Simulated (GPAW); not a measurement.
**Geometry or basis: what sets the conductance of CN in line between two Ga chains**

How well does CN in line between two Ga chains conduct once its atoms have relaxed, and how much do cheaper levels lose?

Main program and level: GPAW 26.7.0; GPAW LCAO, PAW setups; relaxation of the junction within the symmetry of its start, lead ends held, in the first sound run; inputs show where later runs differ.

## Step 1: The starting structure

The cell holds 14 atoms: 12 Ga, 1 C and 1 N. Cell: a = 9.000 Å, b = 9.000 Å, c = 32.903 Å, α = 90.0°, β = 90.0°, γ = 90.0°. Regions: left lead, 6 atoms (6 Ga); channel, 2 atoms (1 C and 1 N); right lead, 6 atoms (6 Ga). Vacuum lies along a and b. The structure is stacked along c, and the current runs across the ab planes.

## Step 2: Relaxing the atoms

Transmission follows bond lengths closely, so the atoms between the held lead ends are relaxed first, within whatever symmetry the start has.

Input file run.py:

```python
import json
from ase import Atoms
from ase.constraints import FixAtoms
from ase.optimize import BFGS
from gpaw import GPAW, FermiDirac

device = Atoms(
    ['Ga', 'Ga', 'Ga', 'Ga', 'Ga', 'Ga', 'C', 'N', 'Ga', 'Ga', 'Ga', 'Ga', 'Ga', 'Ga'],
    positions=[
        [4.50000, 4.50000, 1.27500],
        [4.50000, 4.50000, 3.82500],
        [4.50000, 4.50000, 6.37500],
        [4.50000, 4.50000, 8.92500],
        [4.50000, 4.50000, 11.47500],
        [4.50000, 4.50000, 14.02500],
        [4.50000, 4.50000, 15.87340],
        [4.50000, 4.50000, 17.05340],
        [4.50000, 4.50000, 18.87770],
        [4.50000, 4.50000, 21.42770],
        [4.50000, 4.50000, 23.97770],
        [4.50000, 4.50000, 26.52770],
        [4.50000, 4.50000, 29.07770],
        [4.50000, 4.50000, 31.62770]],
    cell=[[9.0, 0.0, 0.0], [0.0, 9.0, 0.0], [0.0, 0.0, 32.9027]],
    pbc=True)

device.set_constraint(FixAtoms([0, 1, 2, 3, 4, 9, 10, 11, 12, 13]))
device.calc = GPAW(mode='lcao', basis='dzp', xc='PBE', h=0.18,
                   kpts={'size': (1, 1, 3), 'gamma': True},
                   symmetry={'tolerance': 1e-3, 'extra_ids': [1, 1, 1, 1, 1, 0, 0, 0, 0, 1, 1, 1, 1, 1]},
                   occupations=FermiDirac(0.1), maxiter=250,
                   mixer=dict(beta=0.1, nmaxold=8, weight=100.0),
                   convergence=dict(density=0.0001), txt='relax.txt')
path = []
opt = BFGS(device, maxstep=0.15)
opt.attach(lambda: path.append((device.get_potential_energy(), device.positions.tolist(), device.get_forces().tolist())))
relaxed = bool(opt.run(fmax=0.05, steps=50))
json.dump(dict(relaxed=relaxed, path=path, positions=device.positions.tolist(), moments=device.get_magnetic_moments().tolist(),
               forces=device.get_forces(apply_constraint=False).tolist()), open('result.json', 'w'))
```

Run with:

```console
> OMP_NUM_THREADS=1 OPENBLAS_NUM_THREADS=1 python run.py
```

Log:

```text
Step          Energy          fmax
BFGS:    0      -32.231389        3.035796
BFGS:    1      -32.434011        2.227519
BFGS:    2      -32.625622        1.337307
BFGS:    3      -32.634656        0.243968
BFGS:    4      -32.636559        0.294168
BFGS:    5      -32.648575        0.549712
BFGS:    6      -32.655901        0.442876
BFGS:    7      -32.663371        0.129229
BFGS:    8      -32.663787        0.045404
```

It took 9 min on 1 thread of Arm Neoverse V1, shared host; peak memory 1.5 GiB.

The steps of the relaxation:

```csv
step,energy less that of the first step (eV),largest force (eV/Å)
1,0.0000,3.0358
2,-0.2020,2.2275
3,-0.3907,1.3373
4,-0.4002,0.2440
5,-0.4022,0.2942
6,-0.4150,0.5497
7,-0.4225,0.4429
8,-0.4298,0.1292
9,-0.4301,0.0454
```

The atoms that moved most (Å):

```csv
atom,dx,dy,dz,length
Ga6,0.000,0.000,-0.218,0.218
C7,0.000,0.000,-0.125,0.125
N8,0.000,0.000,-0.102,0.102
Ga9,0.000,0.000,0.055,0.055
```

The relaxation lowered the energy of the cell by 0.430 eV (energies extrapolated to zero smearing; the optimiser's log prints free energies). The largest force left on a free atom is 0.045 eV/Å.

## Step 3: Double-zeta polarised basis

Localised orbitals split the wire into layers that couple to their neighbours alone, which is what the Green's function method needs; double zeta with polarisation is the usual level for numbers.

This step: GPAW LCAO, PAW setups; Landauer transmission from Green's functions with principal layers (ASE), zero bias (GPAW 26.7.0).

Input file run.py:

```python
import json
import numpy as np
from ase import Atoms
from ase.transport.calculators import TransportCalculator
from gpaw import GPAW, FermiDirac
from gpaw.lcao.tools import get_lcao_hamiltonian
from scipy.linalg import eigh

# The junction with lead layers at both ends, along the third cell vector
device = Atoms(
    ['Ga', 'Ga', 'Ga', 'Ga', 'Ga', 'Ga', 'C', 'N', 'Ga', 'Ga', 'Ga', 'Ga', 'Ga', 'Ga'],
    positions=[
        [4.50000, 4.50000, 1.27500],
        [4.50000, 4.50000, 3.82500],
        [4.50000, 4.50000, 6.37500],
        [4.50000, 4.50000, 8.92500],
        [4.50000, 4.50000, 11.47500],
        [4.50000, 4.50000, 13.80716],
        [4.50000, 4.50000, 15.74844],
        [4.50000, 4.50000, 16.95145],
        [4.50000, 4.50000, 18.93233],
        [4.50000, 4.50000, 21.42770],
        [4.50000, 4.50000, 23.97770],
        [4.50000, 4.50000, 26.52770],
        [4.50000, 4.50000, 29.07770],
        [4.50000, 4.50000, 31.62770]],
    cell=[[9.0, 0.0, 0.0], [0.0, 9.0, 0.0], [0.0, 0.0, 32.9027]],
    pbc=True)

# One principal layer of the lead: the first 3 atoms of the device
lead = Atoms(
    ['Ga', 'Ga', 'Ga'],
    positions=[
        [4.50000, 4.50000, 1.27500],
        [4.50000, 4.50000, 3.82500],
        [4.50000, 4.50000, 6.37500]],
    cell=[[9.0, 0.0, 0.0], [0.0, 9.0, 0.0], [0.0, 0.0, 7.65]],
    pbc=True)

settings = dict(mode='lcao', basis='dzp', xc='PBE', h=0.18,
                occupations=FermiDirac(0.1), maxiter=250,
                mixer=dict(beta=0.1, nmaxold=8, weight=100.0),
                convergence=dict(density=0.0001))
energies = np.arange(-2, 2 + 1e-9, 0.025)
eta = 0.0001
n1, n2 = 1, 1
# k and -k transmit alike, so half of the mesh across the current serves
mesh = [(i, j) for i in range(n1) for j in range(n2) if (i, j) <= (-i % n1, -j % n2)]
weights = np.array([1 if (i, j) == (-i % n1, -j % n2) else 2 for i, j in mesh]) / (n1 * n2)

# [... helper functions left out ...]
fermi_lead = ground_state(lead, (1, 1, 15), 'lead.txt')
fermi_device = ground_state(device, (1, 1, 3), 'device.txt')
# [... loop over the mesh left out, but for ...]
        # Shift the lead onto the potential of the device's first layer
        shift = ((H[:, 0, 0] - H0[:, 0, 0]) / S0[0, 0]).real.mean()
# [...]
kT = 8.617333e-5 * 300
bias = [0.1, 0.2, 0.5, 1.0, 1.5, 2.0]
# [... integrals and printing left out ...]
```

Log:

```text
basis functions: device 182, principal layer 39
Fermi level: lead -2.8498 eV, device -2.8547 eV; lead shifted by 0.0258 eV
largest coupling past the next layer 6.03e-05 eV, largest misfit of the first layer 0.043 eV
  E-E_F (eV)   T (one spin)  [channel counts left out]
    -2.000    5.6056e-02
    -1.975    5.6339e-02
    -1.950    5.6640e-02
    -1.925    5.6962e-02
    -1.900    5.7308e-02
    -1.875    5.7681e-02
    -1.850    5.8087e-02
    -1.825    5.8531e-02
    -1.800    5.9021e-02
    -1.775    5.9567e-02
    -1.750    6.0182e-02
    -1.725    6.0885e-02
    -1.700    6.1700e-02
    -1.675    6.2663e-02
    -1.650    6.3828e-02
    -1.625    6.5278e-02
[...]
1.825    1.9110e+00
     1.850    1.9156e+00
     1.875    1.9199e+00
     1.900    1.9240e+00
     1.925    1.9279e+00
     1.950    1.9316e+00
     1.975    1.9351e+00
     2.000    1.9384e+00
conductance at 300 K: 1.9169 G0 a cell; thermopower 1.125 uV/K
current from the zero-bias T(E) at 0.1 V: 14.829 uA
current from the zero-bias T(E) at 0.2 V: 29.509 uA
current from the zero-bias T(E) at 0.5 V: 67.36 uA
current from the zero-bias T(E) at 1.0 V: 100.74 uA
current from the zero-bias T(E) at 1.5 V: 131.3 uA
current from the zero-bias T(E) at 2.0 V: 162.12 uA
```

Run time: 2.3 min. Hardware: 1 thread; peak memory 1.6 GiB.

Numbers from this step:

```
conductance                                    : 1.917 G₀
largest coupling past the next principal layer : 6.03e-5 eV
largest misfit of the first principal layer    : 0.04283 eV
shift that aligns the lead                     : 0.02581 eV
basis functions of the junction                : 182
basis functions of a principal layer           : 39
transmission at the Fermi level (one spin)     : 1.925
```

One spin. Transmission, zone mean against energy, zero at the Fermi level:

energy (eV), transmission, zone mean and a bar:
```
   -2.000       0.06 #
   -1.900       0.06 #
   -1.800       0.06 #
   -1.700       0.06 #
   -1.600       0.07 #
   -1.500       0.09 #
   -1.400       0.01 
   -1.300       0.04 
   -1.200       0.05 #
   -1.100       0.05 #
   -1.000       0.06 #
   -0.900       0.06 #
   -0.800       0.06 #
   -0.700       0.06 #
   -0.600       0.06 #
   -0.500       0.06 #
   -0.400       0.06 #
   -0.300       0.07 #
   -0.200       1.90 #############################
   -0.100       1.92 ##############################
   -0.050       1.93 ##############################
    0.000       1.93 ##############################
    0.100       1.86 #############################
    0.200       1.74 ###########################
    0.300       1.64 #########################
    0.400       1.57 ########################
    0.500       1.53 ########################
    0.600       1.51 #######################
    0.700       1.51 #######################
    0.800       1.51 #######################
    0.900       1.53 ########################
    1.000       1.57 ########################
    1.100       1.62 #########################
    1.200       1.67 ##########################
    1.300       1.72 ###########################
    1.400       1.78 ###########################
    1.500       1.82 ############################
    1.600       1.86 #############################
    1.700       1.88 #############################
    1.800       1.91 #############################
    1.900       1.92 ##############################
    2.000       1.94 ##############################
```

Not self-consistent under bias; the bias window is split evenly. Current through one cell, from the zero-bias transmission against bias:

```csv
bias (V),"current through one cell, from the zero-bias transmission (μA)"
0.100,14.8
0.200,29.5
0.500,67.4
1.000,101
1.500,131
2.000,162
```

Transmission of the three most open eigenchannels against energy, zero at the Fermi level:

```csv
energy (eV),channel 1,channel 2,channel 3
-2.000,0.0561,0,0
-1.900,0.0573,0,0
-1.800,0.0590,0,0
-1.700,0.0617,0,0
-1.600,0.0671,0,0
-1.500,0.0895,0,0
-1.400,0.0149,0,0
-1.300,0.0438,0,0
-1.200,0.0498,0,0
-1.100,0.0529,0,0
-1.000,0.0551,0,0
-0.900,0.0568,0,0
-0.800,0.0584,0,0
-0.700,0.0598,0,0
-0.600,0.0613,0,0
-0.500,0.0627,0,0
-0.400,0.0641,0,0
-0.300,0.0655,6.5e-10,6.5e-10
-0.200,0.918,0.918,0.0669
-0.100,0.928,0.928,0.0683
0.000,0.928,0.928,0.0697
0.100,0.893,0.893,0.0711
0.200,0.834,0.834,0.0724
0.300,0.782,0.782,0.0737
0.400,0.748,0.748,0.0750
0.500,0.729,0.729,0.0763
0.600,0.719,0.719,0.0775
0.700,0.715,0.715,0.0786
0.800,0.717,0.717,0.0798
0.900,0.727,0.727,0.0809
1.000,0.744,0.744,0.0819
1.100,0.766,0.766,0.0830
1.200,0.793,0.793,0.0840
1.300,0.820,0.820,0.0851
1.400,0.845,0.845,0.0861
1.500,0.866,0.866,0.0872
1.600,0.884,0.884,0.0883
1.700,0.897,0.897,0.0894
1.800,0.908,0.908,0.0906
1.900,0.916,0.916,0.0917
2.000,0.923,0.923,0.0929
```

Couplings past the next layer reach 6.0e-5 eV, small enough to drop; the matrix elements of the cell's first layer differ from the bulk lead's by up to 0.043 eV. That layer keeps its own values in the calculation, and only beyond it is the lead taken as perfect. The Fermi levels of lead and junction count from different zeros of potential, one for each periodic cell; with both set to zero, the small remaining shift is what aligns them. By hand: G = 1.917 × 77.48 μS = 149 μS, a resistance of 6.73 kΩ; at 0.1 V a linear junction would pass 14.9 μA, and the integral over the bias window gives 14.8 μA.

## Step 4: Single-zeta polarised basis

The second zeta is dropped, the polarisation orbitals stay.

Changes to run.py since step 3:

```diff
@@ -39,3 +39,3 @@
 
-settings = dict(mode='lcao', basis='dzp', xc='PBE', h=0.18,
+settings = dict(mode='lcao', basis='szp(dzp)', xc='PBE', h=0.18,
                 occupations=FermiDirac(0.1), maxiter=250,
```

Log:

```text
basis functions: device 126, principal layer 27
Fermi level: lead -3.1747 eV, device -3.1995 eV; lead shifted by 0.0334 eV
largest coupling past the next layer 5.81e-05 eV, largest misfit of the first layer 0.044 eV
  E-E_F (eV)   T (one spin)  channels
    -2.000    6.4059e-02    1.0000
    -1.975    6.5176e-02    1.0000
    -1.950    6.6414e-02    1.0000
    -1.925    6.7793e-02    1.0000
    -1.900    6.9343e-02    1.0000
    -1.875    7.1097e-02    1.0000
    -1.850    7.3099e-02    1.0000
    -1.825    7.5405e-02    1.0000
    -1.800    7.8085e-02    1.0000
    -1.775    8.1219e-02    1.0000
    -1.750    8.4882e-02    1.0000
    -1.725    8.9041e-02    1.0000
    -1.700    9.3065e-02    1.0000
    -1.675    9.1916e-02    1.0000
    -1.650    3.1101e-04    0.0000
    -1.625    3.1827e-06    0.0000
[...]
1.825    1.9754e+00    3.0000
     1.850    1.9781e+00    3.0000
     1.875    1.9805e+00    3.0000
     1.900    1.9828e+00    3.0000
     1.925    1.9848e+00    3.0000
     1.950    1.9865e+00    3.0000
     1.975    1.9881e+00    3.0000
     2.000    1.9894e+00    3.0000
conductance at 300 K: 1.9109 G0 a cell; thermopower 0.9274 uV/K
current from the zero-bias T(E) at 0.1 V: 14.779 uA
current from the zero-bias T(E) at 0.2 V: 29.371 uA
current from the zero-bias T(E) at 0.5 V: 64.765 uA
current from the zero-bias T(E) at 1.0 V: 97.552 uA
current from the zero-bias T(E) at 1.5 V: 128.82 uA
current from the zero-bias T(E) at 2.0 V: 160.83 uA
```

Wall time 2.2 min (1 thread); peak memory 1.6 GiB.

Numbers from this step:

```
conductance                                             : 1.911 G₀
largest coupling past the next principal layer          : 5.81e-5 eV
largest misfit of the first principal layer             : 0.04431 eV
shift that aligns the lead                              : 0.03344 eV
basis functions of the junction                         : 126
basis functions of a principal layer                    : 27
transmission at the Fermi level (one spin)              : 1.920
open channels of the lead at the Fermi level (one spin) : 3
```

One spin. Table of transmission, zone mean by energy, zero at the Fermi level:

energy (eV), transmission, zone mean and a bar:
```
   -2.000       0.06 #
   -1.900       0.07 #
   -1.800       0.08 #
   -1.700       0.09 #
   -1.600       0.00 
   -1.500       0.00 
   -1.400       0.00 
   -1.300       0.02 
   -1.200       0.03 
   -1.100       0.04 #
   -1.000       0.04 #
   -0.900       0.04 #
   -0.800       0.05 #
   -0.700       0.05 #
   -0.600       0.05 #
   -0.500       0.05 #
   -0.400       0.06 #
   -0.300       0.06 #
   -0.200       1.59 ########################
   -0.100       1.91 #############################
   -0.050       1.93 #############################
    0.000       1.92 #############################
    0.100       1.85 ############################
    0.200       1.73 ##########################
    0.300       1.63 #########################
    0.400       1.58 ########################
    0.500       1.56 ########################
    0.600       1.56 ########################
    0.700       1.56 ########################
    0.800       1.58 ########################
    0.900       1.61 ########################
    1.000       1.66 #########################
    1.100       1.71 ##########################
    1.200       1.77 ###########################
    1.300       1.83 ############################
    1.400       1.88 ############################
    1.500       1.91 #############################
    1.600       1.94 #############################
    1.700       1.96 ##############################
    1.800       1.97 ##############################
    1.900       1.98 ##############################
    2.000       1.99 ##############################
```

Crossings of the lead's bands, unfolded to its shortest repeat. The open channels, zone mean by energy, zero at the Fermi level:

```csv
energy (eV),"open channels, zone mean"
-2.000,1
-1.900,1
-1.800,1
-1.700,1
-1.600,0
-1.500,0
-1.400,0
-1.300,1
-1.200,1
-1.100,1
-1.000,1
-0.900,1
-0.800,1
-0.700,1
-0.600,1
-0.500,1
-0.400,1
-0.300,1
-0.200,3
-0.100,3
0.000,3
0.100,3
0.200,3
0.300,3
0.400,3
0.500,3
0.600,3
0.700,3
0.800,3
0.900,3
1.000,3
1.100,3
1.200,3
1.300,3
1.400,3
1.500,3
1.600,3
1.700,3
1.800,3
1.900,3
2.000,3
```

Not self-consistent under bias; the bias window is split evenly. Table of current through one cell, from the zero-bias transmission by bias:

```csv
bias (V),"current through one cell, from the zero-bias transmission (μA)"
0.100,14.8
0.200,29.4
0.500,64.8
1.000,97.6
1.500,129
2.000,161
```

Table of transmission of the three most open eigenchannels by energy, zero at the Fermi level:

```csv
energy (eV),channel 1,channel 2,channel 3
-2.000,0.0641,0,0
-1.900,0.0693,0,0
-1.800,0.0781,0,0
-1.700,0.0931,0,0
-1.600,1.6e-6,0,0
-1.500,1.9e-7,0,0
-1.400,1.4e-7,0,0
-1.300,0.0197,0,0
-1.200,0.0298,0,0
-1.100,0.0359,0,0
-1.000,0.0402,0,0
-0.900,0.0435,0,0
-0.800,0.0464,0,0
-0.700,0.0489,0,0
-0.600,0.0511,0,0
-0.500,0.0533,0,0
-0.400,0.0553,0,0
-0.300,0.0573,7.7e-11,7.7e-11
-0.200,0.766,0.766,0.0593
-0.100,0.927,0.927,0.0612
0.000,0.928,0.928,0.0630
0.100,0.893,0.893,0.0648
0.200,0.832,0.832,0.0666
0.300,0.783,0.783,0.0684
0.400,0.757,0.757,0.0701
0.500,0.746,0.746,0.0718
0.600,0.743,0.743,0.0735
0.700,0.745,0.745,0.0751
0.800,0.752,0.752,0.0767
0.900,0.767,0.767,0.0783
1.000,0.789,0.789,0.0800
1.100,0.816,0.816,0.0816
1.200,0.845,0.845,0.0832
1.300,0.872,0.872,0.0848
1.400,0.895,0.895,0.0864
1.500,0.912,0.912,0.0881
1.600,0.924,0.924,0.0898
1.700,0.933,0.933,0.0915
1.800,0.940,0.940,0.0933
1.900,0.944,0.944,0.0950
2.000,0.946,0.946,0.0968
```

The conductance, 1.91 G₀, lies 0.3 % below that of the dzp run.

## Step 5: Minimal basis

One function for each valence shell of the setup, as for a first survey of a large system.

Changes to run.py since step 4:

```diff
@@ -39,3 +39,3 @@
 
-settings = dict(mode='lcao', basis='szp(dzp)', xc='PBE', h=0.18,
+settings = dict(mode='lcao', basis='sz(dzp)', xc='PBE', h=0.18,
                 occupations=FermiDirac(0.1), maxiter=250,
```

Log:

```text
basis functions: device 56, principal layer 12
Fermi level: lead -3.2329 eV, device -3.2505 eV; lead shifted by 0.0368 eV
largest coupling past the next layer 5.75e-05 eV, largest misfit of the first layer 0.049 eV
  E-E_F (eV)   T (one spin)  channels
    -2.000    6.2317e-02    1.0000
    -1.975    6.3597e-02    1.0000
    -1.950    6.5033e-02    1.0000
[...]
1.975    2.0140e+00    3.0000
     2.000    2.0149e+00    3.0000
conductance at 300 K: 1.92 G0 a cell; thermopower 0.7463 uV/K
current from the zero-bias T(E) at 0.1 V: 14.848 uA
current from the zero-bias T(E) at 0.2 V: 29.499 uA
current from the zero-bias T(E) at 0.5 V: 64.8 uA
current from the zero-bias T(E) at 1.0 V: 97.965 uA
current from the zero-bias T(E) at 1.5 V: 130.01 uA
current from the zero-bias T(E) at 2.0 V: 162.98 uA
```

Run time: 88 s. Hardware: 1 thread; peak memory 1.5 GiB.

Numbers from this step:

| Quantity | Value |
| --- | --- |
| conductance | 1.920 G₀ |
| largest coupling past the next principal layer | 5.75e-5 eV |
| largest misfit of the first principal layer | 0.04890 eV |
| shift that aligns the lead | 0.03682 eV |
| basis functions of the junction | 56 |
| basis functions of a principal layer | 12 |
| transmission at the Fermi level (one spin) | 1.929 |

The conductance equals that of the dzp run to 0.2 %.

[end of part 1 of 2]

[Logs are printed without paths, hosts, clocks, repeated set-up lines and the standing remarks that a program may print on its own settings, such as how far it seeks lower states.]

[Hosts, paths, dates, database ids (printed as entryN), source tags and the programs' standing remarks are cut or masked in the printed files.]
